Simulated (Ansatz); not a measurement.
# WC (Fm-3m): Grüneisen parameters, part 2 of 2

Aim: how the phonons of WC (Fm-3m) shift with volume, and the thermal expansion that follows.

Ansatz 0.2.0; DFT PBEsol, scalar-relativistic, plane waves, PAW; PAW set soft_1.

So far, highest frequency on the path or at a solved wavevector (cm⁻¹): step 2 (response at finite wavevector) 693; step 4 (phonons at the other volume, volume ratio 0.97) 725.

## 5. Relaxing at another volume, volume ratio 1.03

The volume is scaled by 1.03 and held; symmetry leaves nothing to relax, so this is a single point. The modes can then be followed against volume.

input.yaml

```yaml
crystal:
  lattice:
    - [0.0, 2.194297209, 2.194297209]
    - [2.194297209, 0.0, 2.194297209]
    - [2.194297209, 2.194297209, 0.0]
  atoms:
    - { symbol: W, position: [0.0, 0.0, 0.0] }
    - { symbol: C, position: [0.5, 0.5, 0.5] }
kpoints:
  mp_grid: { grid: [16, 16, 16] }
hamiltonian:
  xc: pbesol
  pseudopotentials: { kind: paw, azcp: { folder: soft_1 }, xc_functional: pbe }
scf:
  occupations: { method: methfessel_paxton, width: 0.2 }
output:
  forces: true
  stress: true
  eigenvalues: true
```

The run is started by

```console
$ ansatz run input.yaml --threads 4 --pin off --max-ram 10240MiB --backend cpu --events-out ev --progress --plain --runs-dir out
```

Numbers of over 12 decimals in the logs are rounded to 6 here.

Output:

```text
[...]
Crystal: 2 atoms, lattice volume = 21.131 Å³
Basis set: ecut = 420 eV, 411 PW (Γ), exchange–correlation on 48×48×48 points (8 copies of the dense FFT grid, shifted against one another)
Bands: 13, of which v1, the nominal top of the filled ones, is band 9 counted from 1 (8 counted from 0)
Symmetry: 48 space group operations
[...]
k-points: 145 of 4096
[...]
k-point 0: bands = [... 5 lower, 18.6714, 18.6714, 18.6714, 20.4086, 20.4086, 20.4086, 20.4556, 20.4556, ... 4 higher]
  k-point 1: bands = [... 5 lower, 18.2708, 18.5844, 18.5844, 19.4444, 19.4444, 20.5804, 21.7212, 21.7212, ... 4 higher]
  k-point 2: bands = [... 5 lower, 17.3888, 17.8876, 17.8876, 19.3639, 19.3639, 20.8630, 23.1305, 23.1305, ... 4 higher]
  k-point 144: bands = [... 5 lower, 15.1331, 15.3803, 15.3803, 21.9197, 21.9197, 23.7040, 24.8550, 26.3260, ... 4 higher]
[key lines of the parts left out:]
SCF converged after 7 iterations
Free energy (F): -10503.819740 eV
Fermi energy:    21.452727 eV
P = ⅓ Tr σ = -10.8349 GPa (-108.349 kbar)
```

The job ended after 1.3 s (4 threads of Arm Neoverse V1, shared host; peak memory 0.33 GiB).

This step gave:

```yaml
pressure: -10.83 GPa
volume_per_atom: 10.57 Å³
```

The run ends at a pressure of -10.83 GPa.

## 6. Phonons at the other volume, volume ratio 1.03

The phonons are repeated at this volume on the same k and q meshes.

Edit input.yaml of step 5 so:

```diff
@@ -16,4 +16,11 @@
 output:
-  forces: true
-  stress: true
   eigenvalues: true
+phonons:
+  method: dfpt
+  qmesh: [4, 4, 4]
+  temperatures: { t_max: 1000, t_step: 50 }
+  qpath:
+    path:
+      - [[0.0, 0.0, 0.0], [0.5, 0.0, 0.5], [0.625, 0.25, 0.625]]
+      - [[0.375, 0.375, 0.75], [0.0, 0.0, 0.0], [0.5, 0.5, 0.5], [0.5, 0.25, 0.75], [0.5, 0.0, 0.5]]
+    npoints: 10
```

Output:

```text
[...]
Crystal: 2 atoms, lattice volume = 21.131 Å³
Basis set: ecut = 420 eV, 411 PW (Γ), exchange–correlation on 48×48×48 points (8 copies of the dense FFT grid, shifted against one another)
Bands: 13, of which v1, the nominal top of the filled ones, is band 9 counted from 1 (8 counted from 0)
Symmetry: 48 space group operations
k-points: 145 of 4096
[...]
k-point 144: bands = [... 5 lower, 15.1331, 15.3803, 15.3803, 21.9198, 21.9198, 23.7040, 24.8550, 26.3260, ... 4 higher]
[...]
ASR residual: 3.099e-5 → 0.000e0 eV/Å²; symmetrization residual: 6.113e-7 eV/Å²
  ASR residual per site (eV/Å²): 3.10e-5 1.12e-5
  Γ frequencies (cm⁻¹): 0.00 0.00 0.00 370.60 370.60 370.60
--- Phonons (arbitrary-q DFPT): 8 irreducible q on the 4×4×4 mesh ---
[...]
interpolated dispersion: 62 rows × 6 modes
[...]
[key lines of the parts left out:]
SCF converged after 9 iterations
Free energy (F): -10503.819740 eV
Fermi energy:    21.452746 eV
```

Run time: 4.4 min. Hardware: 4 threads; peak memory 3.2 GiB.

Numbers from this step:

- sum-rule residual before enforcement: 3.10e-5 eV/Å²
- lowest frequency on the path: -152.2 cm⁻¹
- highest frequency on the path or at a solved wavevector: 663.2 cm⁻¹
- highest optical mode at the zone centre (no LO-TO term): 370.6 cm⁻¹
- lowest optical zone-centre mode: 370.6 cm⁻¹
- lowest mode on the q mesh (acoustic modes at Γ apart): -152.2 cm⁻¹

The highest optical mode at the zone centre (no LO-TO term) is 370.6 cm⁻¹, -42.2 cm⁻¹ against the base run.

## 7. Grüneisen parameters

The Grüneisen parameter of a mode is minus the logarithmic change of its frequency with volume, −d ln ω / d ln V; weighted by heat capacity it gives the expansion.

This step gave:

```
bulk modulus : 392.2 GPa
```

The phonon branches at the labelled points (cm⁻¹):

| point | branch 1 | branch 2 | branch 3 | branch 4 | branch 5 | branch 6 |
| --- | --- | --- | --- | --- | --- | --- |
| Γ | 0 | 0 | 0 | 413 | 413 | 413 |
| halfway | 66 | 66 | 104 | 484 | 484 | 658 |
| X | -156 | 49 | 49 | 534 | 550 | 550 |
| halfway | -134 | 12 | 39 | 546 | 566 | 579 |
| U | -81 | -40 | 52 | 557 | 601 | 633 |
| jump to K | -81 | -40 | 52 | 557 | 601 | 633 |
| halfway | 60 | 84 | 137 | 487 | 614 | 656 |
| Γ | 0 | 0 | 0 | 413 | 413 | 413 |
| halfway | 64 | 64 | 136 | 551 | 551 | 619 |
| L | 53 | 53 | 139 | 621 | 621 | 693 |
| halfway | 17 | 54 | 86 | 595 | 611 | 669 |
| W | -95 | -95 | 119 | 568 | 568 | 657 |
| halfway | -120 | -76 | 82 | 554 | 562 | 610 |
| X | -156 | 49 | 49 | 534 | 550 | 550 |

The same for volume x 0.97:

```
point  branch 1  branch 2  branch 3  branch 4  branch 5  branch 6
    Γ         0         0         0       455       455       455
    X      -160        52        52       573       587       587
    U       -81       -20        66       593       635       666
    K       -81       -20        66       593       635       666
    Γ         0         0         0       455       455       455
    L        72        72       153       655       655       725
    W       -97       -97       133       604       604       690
    X      -160        52        52       573       587       587
```

The same for volume x 1.03:

| point | branch 1 | branch 2 | branch 3 | branch 4 | branch 5 | branch 6 |
| --- | --- | --- | --- | --- | --- | --- |
| Γ | 0 | 0 | 0 | 371 | 371 | 371 |
| X | -152 | 45 | 45 | 496 | 514 | 514 |
| U | -81 | -52 | 36 | 522 | 568 | 600 |
| K | -81 | -52 | 36 | 522 | 568 | 600 |
| Γ | 0 | 0 | 0 | 371 | 371 | 371 |
| L | 25 | 25 | 125 | 589 | 589 | 663 |
| W | -93 | -93 | 105 | 534 | 534 | 625 |
| X | -152 | 45 | 45 | 496 | 514 | 514 |

The first set of phonon branches as a text plot (rows in cm⁻¹):

```
    706 |                                       ****
    669 |      **          ******            ***    ********
    632 |    **  *       *********          *   ******      **
    596 |   *     **   ****                  ***    *****     *
    559 |           ********     ***       **            ********
    522 |  *     *** **     ***   **      **                   **
    485 |    ****              ***  *    **
    448 | ***                     ****   *
    411 |**                          ****
    374 |
    338 |
    301 |
    264 |
    227 |
    190 |
    153 |                      **           *******
    116 |    ***            ***  ***      **       **   *****
     80 |  ******          * ********    * ***      ****     **
     43 | **    *********** *** ******  ***   **********       **
      6 |*             *              **              *        *
    -31 |        *      ****                           **
    -68 |                 *                             *    **
   -105 |         **    **                               *****
   -142 |           ****                                      ***
         Γ           X  U|K            Γ         L        W     X
```

## 8. Outcome

| Property | Result |
| --- | --- |
| bulk modulus | 392 GPa |

**Reading.** No expansion is given, because modes are imaginary at one volume or more. The highest optical mode at Γ goes from 455 to 371 cm⁻¹ as the cell grows, a Grüneisen parameter of 3.43. Branches are matched by rank, so values near crossings are rough. With no gap, or one that is small against the smearing, the frequencies hang on the k mesh and the smearing, most of all near Kohn anomalies. Spin-orbit coupling is left out, which can matter for the heavy elements here. The PAW files were made for PBE and serve the other functionals too.

[Logs are printed without paths, hosts, clocks, repeated set-up lines and the standing remarks that a program may print on its own settings, such as how far it seeks lower states.]

[Hosts, paths, dates, database ids (printed as entryN), source tags and the programs' standing remarks are cut or masked in the printed files.]
